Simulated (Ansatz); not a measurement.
# Mo2NCl2 MXene monolayer in a perpendicular field

Wanted: the out-of-plane response of the Mo2NCl2 MXene monolayer. A positive field points along +c.

Method: plane-wave DFT, PBE-D3(BJ), Ansatz PAW, in Ansatz 0.2.0.

This is a report of a sequence of runs, with most program output left out.

**1. Starting point**

The cell holds 5 atoms: 2 Cl, 2 Mo and 1 N. Its edges and angles: a = 2.953 Å, b = 2.953 Å, c = 42.426 Å, α = 90.0°, β = 90.0°, γ = 120.0°. Vacuum lies along c.

**2. Relaxing the slab**

The starting cell is a guess, so the in-plane lattice and the atoms are relaxed first, with the slab cut off from its images along the normal.

Input file input.yaml:

```yaml
crystal:
  lattice:
    - [2.953236, 0.0, 0.0]
    - [-1.476618, 2.5575773994, 0.0]
    - [0.0, 0.0, 42.4256123625]
  atoms:
    - { symbol: Cl, position: [0.3333333333, 0.6666666667, 0.4325217476] }
    - { symbol: Mo, position: [0.6666666667, 0.3333333333, 0.4725338497], spin: 1.0 }
    - { symbol: "N", position: [0.0, 0.0, 0.5] }
    - { symbol: Mo, position: [0.3333333333, 0.6666666667, 0.5274661503], spin: 1.0 }
    - { symbol: Cl, position: [0.6666666667, 0.3333333333, 0.5674782524] }
  periodic: [true, true, false]
magnetization:
  spin_polarized: true
kpoints:
  mp_grid: { grid: [12, 12, 1] }
hamiltonian:
  xc: pbe
  dispersion: d3bj
scf:
  occupations: { method: fermi_dirac, width: 0.05 }
  convergence: { dr2_threshold: 1.0e-09 }
relax:
  f_tol: 0.004
  max_steps: 90
  cell: {}
output:
  write_potential: true
  write_density: true
  volumetric_format: npy
```

Started as:

```console
$ ansatz run input.yaml --threads 2 --pin off --max-ram 3072MiB --backend cpu --events-out ev --progress --plain --runs-dir out
```

Wall time 69 s (2 threads of AMD EPYC 7R13 (Zen 3), shared host); peak memory 0.81 GiB.

Relaxation path:

```
step  energy less that of the first step (eV)  largest force component (eV/Å)  volume (Å³)
   1                                   0.0000                          2.0655       320.45
   2                                  -0.8775                          0.4737       329.96
   3                                  -0.9555                          0.3031       321.63
   4                                  -0.9606                          0.1283       322.29
   5                                  -0.9616                          0.0373       321.77
   6                                  -0.9617                          0.0002       322.08
  7*                                  -0.9620                          0.0002       322.08
```

Relaxation steps marked * repeat the geometry before them on a plane-wave basis chosen anew for their cell, so energy and pressure can jump there.

The run keeps the 12 symmetry operations that it works with, so distortions that break them were not tested.

```
cell as run  before  after  change
      a (Å)   2.953  2.961  +0.3 %
      b (Å)   2.953  2.961  +0.3 %
```

The atoms that moved most (Å, along periodic axes as changes of fractional coordinates times the final cell, across vacuum about the mean position):

```
atom     dx     dy      dz  length
 Cl5  0.000  0.000   0.329   0.329
 Cl1  0.000  0.000  -0.329   0.329
 Mo4  0.000  0.000   0.204   0.204
 Mo2  0.000  0.000  -0.204   0.204
```

Final coordinates:

```xyz
5
Lattice="2.9607 0.0000 0.0000 -1.4804 2.5641 0.0000 0.0000 0.0000 42.4256" Properties=species:S:1:pos:R:3
Cl    0.0000    1.7094   18.0211
Mo    1.4804    0.8547   19.8440
N     0.0000    0.0000   21.2128
Mo    0.0000    1.7094   22.5817
Cl    1.4804    0.8547   24.4045
```

Numbers from this step:

| Property | Result |
| --- | --- |
| energy at zero smearing | -12458.0052 eV |

The lattice constant a goes from 2.953 to 2.961 Å.

**3. Atoms held, field 0**

A sawtooth potential applies the field, turning back in the middle of the vacuum. With the dipole correction the typed value is the field outside the slab. The induced dipole is small, so the SCF threshold is tight.

The cell differs from the one that the last finished run ended in (c 42.426 → 24.383 Å).

Input file input.yaml:

```yaml
crystal:
  lattice:
    - [2.9607349419, 0.0, 0.0]
    - [-1.4803674709, 2.5640716735, 0.0]
    - [0.0, 0.0, 24.3834778673]
  atoms:
    - { symbol: Cl, position: [0.3333333333, 0.6666666667, 0.3691023917] }
    - { symbol: Mo, position: [0.6666666667, 0.3333333333, 0.4438614337] }
    - { symbol: "N", position: [0.0, 0.0, 0.5] }
    - { symbol: Mo, position: [0.3333333333, 0.6666666667, 0.5561385663] }
    - { symbol: Cl, position: [0.6666666667, 0.3333333333, 0.6308976083] }
kpoints:
  mp_grid: { grid: [18, 18, 1] }
  band_path:
    path: [[0, 0, 0], [0.5, 0, 0], [0.33333333, 0.33333333, 0], [0, 0, 0]]
    npoints: 16
hamiltonian:
  xc: pbe
  dispersion: d3bj
scf:
  occupations: { method: fermi_dirac, width: 0.02585 }
  convergence: { dr2_threshold: 1.0e-10 }
efield:
  axis: 3
  dipole_correction: true
  ramp_position: 0.97
  ramp_width: 0.06
  amplitude: 0
output:
  dos: { projected: true, e_range: [-6, 5] }
  write_potential: true
  write_density: true
  volumetric_format: npy
  elf: true
```

Elapsed: 14 s, on 2 threads; peak memory 0.58 GiB.

This step gave:

- energy at zero smearing: -12458.0215 eV
- work function, upper face: 4.255 eV
- dipole along the normal: -9.04e-7 e·Å

Running mean over a fixed 2.6 Å (it still follows the layers) of the planar mean; the ramp of the sawtooth is left out. Table of electron's electrostatic potential energy less the Fermi level by z:

```
z (Å)  electron's electrostatic potential energy less the Fermi level (eV)
    3                                                                 4.26
    4                                                                 4.26
    5                                                                 4.25
    6                                                                 4.23
    7                                                                 3.64
    8                                                                -1.41
    9                                                                -5.89
   10                                                                -13.0
   11                                                                -13.0
   12                                                                -12.7
   13                                                                -13.5
   14                                                                -13.0
   15                                                                -8.99
   16                                                                -3.20
   17                                                                 2.25
   18                                                                 4.18
   19                                                                 4.25
   20                                                                 4.25
   21                                                                 4.26
```

The density of states has structure finer than the step of the table below, so its rows give means over 0.2 eV, whole bins alone (the curve runs from -6 to 1.99 eV). Peaks (eV: height): -5.92: 5.31, -5.53: 9.24, -5.48: 8.96, -5.20: 8.76, -0.27: 7.21, 1.09: 5.89, 1.25: 6.38.

Density of states against energy, zero at the Fermi level; means over each step:

```
energy (eV)  density of states (states/eV a cell)
       -5.8                                  3.63
       -5.6                                  5.39
       -5.4                                  6.51
       -5.2                                  7.04
       -5.0                                  4.76
       -4.8                                  1.98
       -4.6                                  1.94
       -4.4                                  2.23
       -4.2                                  2.78
       -4.0                                  2.15
       -3.8                                  1.78
       -3.6                                  1.56
       -3.4                                  2.56
       -3.2                                  2.64
       -3.0                                  1.71
       -2.8                                  1.84
       -2.6                                  1.87
       -2.4                                  1.30
       -2.2                                 0.707
       -2.0                                  1.04
       -1.8                                  1.88
       -1.6                                  2.93
       -1.4                                  2.53
       -1.2                                  1.97
       -1.0                                  2.49
       -0.8                                  2.46
       -0.6                                  1.38
       -0.4                                  2.99
       -0.2                                  4.81
        0.0                                  2.92
        0.2                                  2.52
        0.4                                  2.38
        0.6                                  3.60
        0.8                                  3.55
        1.0                                  4.89
        1.2                                  4.90
        1.4                                  3.75
        1.6                                  4.01
        1.8                                  2.47
```

Projected DOS per atom over height of the atomic layer and energy from the Fermi level. Layers: Cl Mo N Mo Cl from below.

Ten even steps from '0' (0.03 states/eV) to '9' (2.08 states/eV), each cell a mean:
```
05150
07070
19091
06060
05050
05050
17171
03030
04040
04140
03030
01010
12021
12021
31113
21012
31013
31013
31013
63836
64746
52325
```
Columns: height of the atomic layer (Å) from 9 to 15.4 (not evenly spaced); rows upwards: energy from the Fermi level (eV) from -5.96 to 1.96.

The electronic bands at the labelled points (eV, zero at the Fermi level):

```
  point  band 21  band 22  band 23  band 24  band 25  band 26  band 27  band 28
      Γ    -2.23    -1.27    -1.27    -0.55    -0.25    -0.25     0.46     0.46
halfway    -3.20    -1.57    -0.62    -0.22    -0.11     0.61     0.94     1.92
      M    -3.42    -1.77     1.10     1.12     1.80     1.83     2.10     2.50
halfway    -2.61    -1.11     0.49     0.64     1.28     1.34     2.06     2.37
      K    -1.13    -0.42    -0.32    -0.32     0.91     0.91     2.05     2.82
halfway    -2.24    -1.93    -1.06    -0.23     0.83     0.96     1.01     2.12
      Γ    -2.23    -1.27    -1.27    -0.55    -0.25    -0.25     0.46     0.46
```

Valence density in the ca plane at fractional y = 0.333, with atoms of Mo and Cl within 0.2 Å of it. It is the smooth field of the valence electrons, not physical close to the nuclei.

Values in e/Å³, 5 rows by 16 columns, each cell a mean:
```
0.0 0.0 0.0 0.0 0.0 0.2 0.6 3.3 0.7 0.2 0.3 1.0 1.1 0.1 0.0 0.0
0.0 0.0 0.0 0.0 0.0 0.1 1.2 6.2 1.4 0.2 0.3 1.1 1.1 0.2 0.0 0.0
0.0 0.0 0.0 0.0 0.0 0.2 0.6 3.3 0.7 0.2 0.3 1.0 1.1 0.1 0.0 0.0
0.0 0.0 0.0 0.0 0.1 0.6 0.4 0.4 0.4 0.5 0.8 0.3 0.2 0.0 0.0 0.0
0.0 0.0 0.0 0.0 0.1 0.6 0.4 0.4 0.4 0.5 0.8 0.3 0.2 0.0 0.0 0.0
```
Columns run along c (16.0 Å, from fractional 0.14 to 0.80 of the cell), rows up along a (3.0 Å). Atoms in or near the plane, at fractional coordinates: Mo at (0.44, 0.67), Cl at (0.63, 0.67).

Electrostatic potential energy in the ca plane at fractional y = 0.333, with atoms of Mo and Cl within 0.2 Å of it. With pseudopotentials it is smooth inside the atoms' cores, unlike the true potential.

Ten even steps from '0' (-53 eV) to '9' (7 eV), each cell a mean:
```
99999999999999999874226899888887546899999999
99999999999999999840002799999984102799999999
99999999999999999830001689999983001699999999
99999999999999999851003799998885113799999999
99999999999999999875346899887888657999999999
99999999999999888888788988766789999999999999
99999999999999877898889988755689999999999999
99999999999999888888778898866788889999999999
```
Columns run along c (16.0 Å, from fractional 0.14 to 0.80 of the cell; values clipped at the 3rd and 97th percentile), rows up along a (3.0 Å). Atoms in or near the plane, at fractional coordinates: Mo at (0.44, 0.67), Cl at (0.63, 0.67).

ELF in the ca plane at fractional y = 0.333, with atoms of Mo and Cl within 0.2 Å of it. It is the smooth field of the valence electrons, not physical close to the nuclei.

Values, 5 rows by 16 columns, each cell a mean:
```
0.00 0.00 0.00 0.01 0.10 0.35 0.28 0.63 0.27 0.20 0.24 0.71 0.84 0.47 0.03 0.00
0.00 0.00 0.00 0.00 0.01 0.06 0.38 0.57 0.40 0.16 0.32 0.63 0.68 0.60 0.05 0.00
0.00 0.00 0.00 0.01 0.10 0.35 0.28 0.64 0.27 0.20 0.24 0.71 0.84 0.48 0.03 0.00
0.00 0.00 0.00 0.02 0.40 0.80 0.45 0.25 0.44 0.32 0.34 0.30 0.38 0.10 0.00 0.00
0.00 0.00 0.00 0.02 0.40 0.79 0.45 0.25 0.44 0.32 0.34 0.30 0.38 0.10 0.00 0.00
```
Columns run along c (16.0 Å, from fractional 0.14 to 0.80 of the cell), rows up along a (3.0 Å). Atoms in or near the plane, at fractional coordinates: Mo at (0.44, 0.67), Cl at (0.63, 0.67).

The work function of the upper face is 4.26 eV.

**4. Single point, field 0.1 V/Å**

input.yaml, as its differences from that of step 3:

```diff
@@ -27,5 +27,4 @@
   ramp_width: 0.06
-  amplitude: 0
+  amplitude: 0.1
 output:
-  dos: { projected: true, e_range: [-6, 5] }
   write_potential: true
@@ -33,2 +32 @@
   volumetric_format: npy
-  elf: true
```

Elapsed: 17 s, on 2 threads; peak memory 0.53 GiB.

The dipole is 0.0345 e·Å.

**5. Atoms held, field -0.1 V/Å**

input.yaml, as its differences from that of step 4:

```diff
@@ -27,3 +27,3 @@
   ramp_width: 0.06
-  amplitude: 0.1
+  amplitude: -0.1
 output:
```

It took 17 s on 2 threads; peak memory 0.56 GiB; 33 s of CPU time.

The dipole is -0.0345 e·Å.

**6. Response, atoms held**

This step: plane-wave DFT, PBE-D3(BJ), Ansatz PAW; response to a field along the normal, atoms held (Ansatz 0.2.0).

The dipoles give the slope, and the difference of two potentials shows where the field is screened.

This step gave:

- equivalent conductor thickness p/(ε₀AE): 8.213 Å
- distance between the outer atoms: 6.383 Å

Dipole of the cell against applied field:

```
applied field (V/Å)  dipole of the cell (e·Å)
            -0.1000                   -0.0345
             0.0000                   -9.0e-7
             0.1000                    0.0345
```

Local field over the applied field, running mean. From the potentials at -0.1 and 0.1 V/Å; running mean over 2.5 Å. Table of local field over applied field by z:

```
z (Å)  local field over applied field
    5                           0.997
    6                           0.976
    7                           0.841
    8                           0.506
    9                           0.185
   10                          0.0528
   11                          0.0308
   12                        -0.00574
   13                          0.0165
   14                          0.0406
   15                           0.112
   16                           0.366
   17                           0.728
   18                           0.948
   19                           0.993
   20                           0.999
```

Electrons, planar mean, per unit field. Table of induced electron density by z:

z (Å), induced electron density (e/Å³ per V/Å) and a bar from the least value:
```
      4.5    0.00000 ##############
      5.0    0.00001 ##############
      5.5    0.00004 ###############
      6.0    0.00011 ###############
      6.5    0.00030 ################
      7.0    0.00083 ##################
      7.5    0.00208 #######################
      8.0    0.00376 ##############################
      8.5    0.00262 #########################
      9.0    0.00110 ###################
      9.5   -0.00028 #############
     10.0   -0.00078 ###########
     10.5    0.00084 ##################
     11.0    0.00042 ################
     11.5    0.00015 ###############
     12.0   -0.00002 ##############
     12.5   -0.00001 ##############
     13.0   -0.00014 ##############
     13.5   -0.00069 ###########
     14.0   -0.00056 ############
     14.5    0.00102 ###################
     15.0   -0.00009 ##############
     15.5   -0.00136 #########
     16.0   -0.00321 #
     16.5   -0.00345 
     17.0   -0.00171 #######
     17.5   -0.00066 ############
     18.0   -0.00024 #############
     18.5   -0.00008 ##############
     19.0   -0.00003 ##############
     19.5   -0.00001 ##############
     20.0    0.00000 ##############
```

By hand: between -0.1 and 0.1 V/Å the dipole changes by 0.06892 e·Å, a slope of 0.3446 e·Å²/V. A perfect conductor of thickness t has p = ε₀AEt, so t = 180.95 × 0.3446 / 7.592 = 8.21 Å (e/ε₀ = 180.95 V·Å, A in Å²).

The induced dipole is that of a conductor 8.21 Å thick.

**7. Summary of results**

| Quantity | Value |
| --- | --- |
| gap without field | none |
| work function, upper face | 4.26 eV |
| equivalent conductor thickness, atoms held | 8.21 Å |

**Reading.** The induced dipole equals that of a perfect conductor 8.21 Å thick, while the outer atoms lie 6.38 Å apart. There is no gap over 0.03 eV, with or without the field. The first relaxation ran with spin and lost its moment, and the later runs have none; other magnetic states were not tried. Spin-orbit coupling is left out, which matters for the bands of elements this heavy. The MXene's terminations sit over the metal atoms of its far layer; the site over carbon or nitrogen, which some compounds prefer, was not run.

[Logs are printed without paths, hosts, clocks, repeated set-up lines and the standing remarks that a program may print on its own settings, such as how far it seeks lower states.]

[Hosts, paths, dates, database ids (printed as entryN), source tags and the programs' standing remarks are cut or masked in the printed files.]

[Maps of the electrostatic potential energy from Ansatz leave out the sawtooth potential of an applied field or a dipole correction, so their vacuum need not be flat; planar profiles and work functions include it.]

[The density of states shown here was stored with 400 of the rows of the run's finer table, so its peaks can read low, often by over a quarter, or be missed, and its means over a window can be off by a tenth or more.]
